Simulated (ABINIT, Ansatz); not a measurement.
# CaZnC2O6 (R-3): G0W0 with ABINIT, start to end, part 3 of 3

Wanted: ground state, empty states, screening and self-energy for CaZnC2O6 (R-3).

ABINIT 10.8.3; LDA and many-body steps on it, plane waves. Known limits of the many-body steps: not at the basis limit; d shell near the gap, gap tends to lie low; coarse k mesh.

So far. Step 4 (Empty states on the mesh, 2×2×2 mesh, 238 bands): On this mesh the gap is 3.804 eV. Step 5 (Screening, 2×2×2 mesh, 218 bands, screening to 176.9 eV): Local fields lower ε∞ by 11 %. On a Γ-centred mesh this coarse the value itself is usually too large, while a short band sum pulls it down.

## 6. Self-energy, 2×2×2 mesh, 218 bands, screening to 176.9 eV

The self-energy is evaluated for the states that the input lists, and the levels follow from it, in one-shot runs by the linearised quasiparticle equation.

This step: G0W0 on LDA, plane waves, norm-conserving pseudopotentials.

Contents of run.abi:

```
acell 3*1.0 Angstrom
rprim 
  2.433014964130 1.404701844483 5.444039263300
  -2.433014964130 1.404701844483 5.444039263300
  0.000000000000 -2.809403688966 5.444039263300
ntypat 4
znucl 20 30 6 8
natom 10
typat 1 2 3 3 4 4 4 4 4 4
xred 
  0.000000000000 0.000000000000 0.000000000000
  0.500000000000 0.500000000000 0.500000000000
  0.242541000000 0.242541000000 0.242541000000
  0.757459000000 0.757459000000 0.757459000000
  0.494747000000 0.964090000000 0.273567000000
  0.964090000000 0.273567000000 0.494747000000
  0.273567000000 0.494747000000 0.964090000000
  0.505253000000 0.035910000000 0.726433000000
  0.035910000000 0.726433000000 0.505253000000
  0.726433000000 0.505253000000 0.035910000000
pp_dirpath "pseudos"
pseudos "Ca.upf, Zn.upf, C.upf, O.upf"
ecut 37
ngkpt 2 2 2
nshiftk 1
shiftk 0 0 0
kptopt 1
chksymbreak 0
istwfk *1
occopt 1
irdwfk 1
optdriver 4
nband 218
gwcalctyp 0
ecutsigx 37
symsigma 1
nkptgw 3
kptgw 
  0.5000000000 0.0000000000 0.0000000000
  0.5000000000 0.5000000000 0.5000000000
  0.0000000000 0.0000000000 0.0000000000
bdgw 
  36 39
  36 39
  35 39
ecuteps 6.5
irdscr 1
ppmodel 1
indata_prefix "in"
outdata_prefix "out"
tmpdata_prefix "tmp"
```

Started as:

```
OMP_NUM_THREADS=1 mpirun -n 4 abinit run.abi > log
```

Numbers of over 12 decimals in the logs are rounded to 6 here.

The program printed:

```text
.Version 10.8.3 of ABINIT. v10.8.2 released Aug 2026.

 Symmetries : space group R-3 (#148); Bravais hR (rhombohedral)
[... echo of the input left out ...]
== DATASET  1 ==================================================================
-   mpi_nproc: 4, omp_nthreads: 1 (-1 if OMP is not activated)

--- !DatasetInfo
iteration_state: {dtset: 1, }
dimensions: {natom: 10, nkpt: 4, mband: 218, nsppol: 1, nspinor: 1, nspden: 1, mpw: 8140, }
cutoff_energies: {ecut:  37.0, pawecutdg:  -1.0, }
electrons: {nelect:   7.40000000E+01, charge:   0.00000000E+00, occopt:   1.00000000E+00, tsmear:   1.00000000E-02, }

 SIGMA: Calculation of the GW corrections

 Based on a program developped by R.W. Godby, V. Olevano, G. Onida, and L. Reining.
 Incorporated in ABINIT by V. Olevano, G.-M. Rignanese, and M. Torrent.
.Using double precision arithmetic ; gwpc =  8

[... cell and pseudopotentials left out ...]
--------------------------------------------------------------------------------

 ==== K-mesh for the wavefunctions ====
 Number of points in the irreducible wedge :     4
[... list of points left out ...]
 Together with  6 symmetry operations and time-reversal symmetry
 yields     8 points in the full Brillouin Zone.

 ==== Q-mesh for screening function ====
 Number of points in the irreducible wedge :     4
[... list of points left out ...]
 Together with  6 symmetry operations and time-reversal symmetry
 yields     8 points in the full Brillouin Zone.

 vcoul_init : cutoff-mode = AUXILIARY_FUNCTION
 q-points for optical limit:   1
     1)      0.000010    0.000020    0.000030
 setmesh: FFT mesh size selected  =    64x   64x   64
          total number of points  =       262144

 Number of electrons calculated from density =   74.0000; Expected =   74.0000
 average of density, n =  0.098228
 r_s =    1.3445
 omega_plasma =   30.2324 [eV]

 === KS Band Gaps ===
  >>>> For spin  1
   Minimum direct gap =   4.8496 [eV], located at k-point      :   0.5000  0.5000  0.5000
   Fundamental gap    =   3.8039 [eV], Top of valence bands at :   0.5000  0.0000  0.0000
                                       Bottom of conduction at :   0.5000  0.5000  0.5000
 SIGMA fundamental parameters:
 PLASMON POLE MODEL  1
 number of plane-waves for SigmaX                 8081
 number of plane-waves for SigmaC and W            593
 number of plane-waves for wavefunctions          8081
 number of bands                                   218
 number of independent spin polarizations            1
 number of spinorial components                      1
 number of k-points in IBZ                           4
 number of q-points in IBZ                           4
 number of symmetry operations                       6
 number of k-points in BZ                            8
 number of q-points in BZ                            8
 number of frequencies for dSigma/dE                 9
 frequency step for dSigma/dE [eV]                0.25
 number of omega for Sigma on real axis              0
 max omega for Sigma on real axis  [eV]           0.00
 zcut for avoiding poles [eV]                     0.10

 EPSILON^-1 parameters (SCR file):
 dimension of the eps^-1 matrix on file            593
 dimension of the eps^-1 matrix used               593
 number of plane-waves for wavefunctions          8081
 number of bands                                   218
 number of q-points in IBZ                           4
 number of frequencies                               2
 number of real frequencies                          1
 number of imag frequencies                          1

 matrix elements of self-energy operator (all in [eV])

 Perturbative Calculation

--- !SelfEnergy_ee
iteration_state: {dtset: 1, }
kpoint     : [   0.500,    0.000,    0.000, ]
spin       : 1
KS_gap     :    5.021
QP_gap     :    8.115
Delta_QP_KS:    3.093
data: !SigmaeeData |
     Band     E0 <VxcDFT>   SigX SigC(E0)      Z dSigC/dE  Sig(E)    E-E0       E
       36   1.702 -19.684 -25.006   4.404   0.808  -0.238 -20.426  -0.741   0.960
       37   2.236 -21.296 -26.816   4.573   0.809  -0.236 -22.062  -0.766   1.470
       38   7.257 -15.772  -9.754  -3.228   0.834  -0.199 -13.445   2.327   9.584
       39   7.609 -16.698 -10.791  -3.159   0.829  -0.206 -14.419   2.279   9.888

--- !SelfEnergy_ee
iteration_state: {dtset: 1, }
kpoint     : [   0.500,    0.500,    0.500, ]
spin       : 1
KS_gap     :    4.850
QP_gap     :    7.678
Delta_QP_KS:    2.829
data: !SigmaeeData |
     Band     E0 <VxcDFT>   SigX SigC(E0)      Z dSigC/dE  Sig(E)    E-E0       E
       36   1.190 -22.830 -28.193   4.359   0.812  -0.231 -23.646  -0.816   0.374
       37   1.190 -22.830 -28.193   4.359   0.812  -0.231 -23.646  -0.816   0.374
       38   6.039 -14.950  -9.417  -3.151   0.845  -0.183 -12.937   2.013   8.053
       39   6.899 -13.939  -7.928  -3.479   0.845  -0.183 -11.798   2.141   9.040

--- !SelfEnergy_ee
iteration_state: {dtset: 1, }
kpoint     : [   0.000,    0.000,    0.000, ]
spin       : 1
KS_gap     :    4.892
QP_gap     :    7.700
Delta_QP_KS:    2.808
data: !SigmaeeData |
     Band     E0 <VxcDFT>   SigX SigC(E0)      Z dSigC/dE  Sig(E)    E-E0       E
       35   1.234 -19.818 -24.883   4.255   0.805  -0.242 -20.470  -0.652   0.582
       36   1.234 -19.818 -24.883   4.255   0.805  -0.242 -20.470  -0.652   0.582
       37   1.457 -19.250 -24.705   4.424   0.808  -0.237 -20.084  -0.833   0.623
       38   6.349 -15.288  -9.771  -3.180   0.845  -0.183 -13.313   1.975   8.323
       39   7.290 -16.269 -10.633  -2.945   0.828  -0.207 -14.039   2.230   9.520

== END DATASET(S) ==============================================================
================================================================================

 -outvars: echo values of variables after computation  --------
           etotal      0.0000000000E+00
            nband         218
             nkpt           4
          spgroup         148
 [... the other variables as echoed above ...]

 Calculation completed.
```

It took 2 min on 4 MPI ranks of Arm Neoverse N1, shared host; peak memory 2.1 GiB.

Numbers from this step:

* G0W0 gap on the points computed: 6.583 eV
* starting gap on the mesh: 3.804 eV
* k of the valence top: 0.5, 0, 0
* k of the conduction bottom: 0.5, 0.5, 0.5
* Z at the valence top: 0.809
* Z at the conduction bottom: 0.845
* least direct G0W0 gap on the computed points: 7.679 eV

The gap on the mesh goes from 3.80 eV to 6.58 eV, a correction of +2.78 eV.

Limits: finite bands, cutoff and mesh; d shell near the gap, gap tends to lie low; coarse k mesh. v1 is the top filled band, c1 the lowest empty one. The levels before and after the correction (eV, zero at the valence-band top of each column):

|  | conduction bottom | valence top |
| --- | --- | --- |
| Kohn-Sham | 3.80 | 0.00 |
| G0W0 | 6.58 | 0.00 |

|  | level | energy (eV) |
| --- | --- | --- |
| Kohn-Sham | (0.5 0 0) v2 | -0.534 |
| Kohn-Sham | (0.5 0 0) v1 | 0.000 |
| Kohn-Sham | (0.5 0 0) c1 | 5.022 |
| Kohn-Sham | (0.5 0 0) c2 | 5.374 |
| Kohn-Sham | (0.5 0.5 0.5) v2-v1 | -1.045 |
| Kohn-Sham | (0.5 0.5 0.5) c1 | 3.804 |
| Kohn-Sham | (0.5 0.5 0.5) c2 | 4.663 |
| G0W0 | (0.5 0 0) v2 | -0.510 |
| G0W0 | (0.5 0 0) v1 | 0.000 |
| G0W0 | (0.5 0 0) c1 | 8.114 |
| G0W0 | (0.5 0 0) c2 | 8.418 |
| G0W0 | (0.5 0.5 0.5) v2-v1 | -1.096 |
| G0W0 | (0.5 0.5 0.5) c1 | 6.583 |
| G0W0 | (0.5 0.5 0.5) c2 | 7.570 |

## 7. Where the time went

Times are wall times on 4 MPI ranks of Arm Neoverse N1, shared host, good to a factor of about two.

| step | time | share | memory (GiB) |
| --- | --- | --- | --- |
| ground state | 4 min | 24 % | 0.56 |
| bands along the symmetry lines | 3.1 min | 19 % | 0.52 |
| empty states on the mesh | 2.5 min | 16 % | 0.57 |
| screening | 4.7 min | 29 % | 2.7 |
| self-energy | 2 min | 12 % | 2.1 |

## 8. Outcome

| Item | Value |
| --- | --- |
| LDA gap | 3.80 eV, indirect |
| G0W0 gap on the mesh | 6.58 eV |
| GW settings | 2×2×2 mesh, 218 bands, screening to 176.9 eV, Godby-Needs plasmon pole |
| known limits | not at the basis limit; d shell near the gap, gap tends to lie low; coarse k mesh |

G0W0 moves the gap on the mesh from 3.80 eV to 6.58 eV (+2.78 eV), with Z of 0.81 and 0.84 at the edges. Local fields lower the RPA ε∞ on this mesh from 3.32 to 2.97; a Γ-centred mesh this coarse tends to raise both, most where the direct gap is narrow, while a short band sum lowers them. Only 3 of the mesh's irreducible points were corrected, so a valley elsewhere could overtake. Bands and cutoff are finite, so the gap is not at the basis limit. The miss can reach some tenths of an eV and take either sign; the mesh is an error of its own. In the G0W0 run levels were corrected at 3 k points alone, so a gap called «on the mesh» is the least over those, and an edge elsewhere would be missed. The 2×2×2 mesh is coarse for this cell, which bears on the long-range parts of exchange and screening. A d shell, filled or nearly so, lies near the gap. One-shot GW converges very slowly in bands there, not always from below, and on a semilocal start the gap tends to come out low; starts rich in exact exchange can overshoot instead.

[Paths, hosts, dates, memory and timing lines, banners, echoed tables and standing remarks are left out of the program output.]

[Logs are printed without paths, hosts, clocks, repeated set-up lines and the standing remarks that a program may print on its own settings, such as how far it seeks lower states.]

[Runs of the session that timed out or met a known fault of the program may be left out.]

[Hosts, paths, dates, database ids (printed as entryN), source tags and the programs' standing remarks are cut or masked in the printed files.]

[G0W0 gaps are taken among the corrected bands and points alone; a level outside them can change the order at an edge.]

[Where Ansatz stands beside ABINIT at settings called matched, ABINIT's density can come from a denser mesh and the files from another edition; pairs whose starting gaps differed by over 0.03 eV were left out, so agreement reads better than it is.]
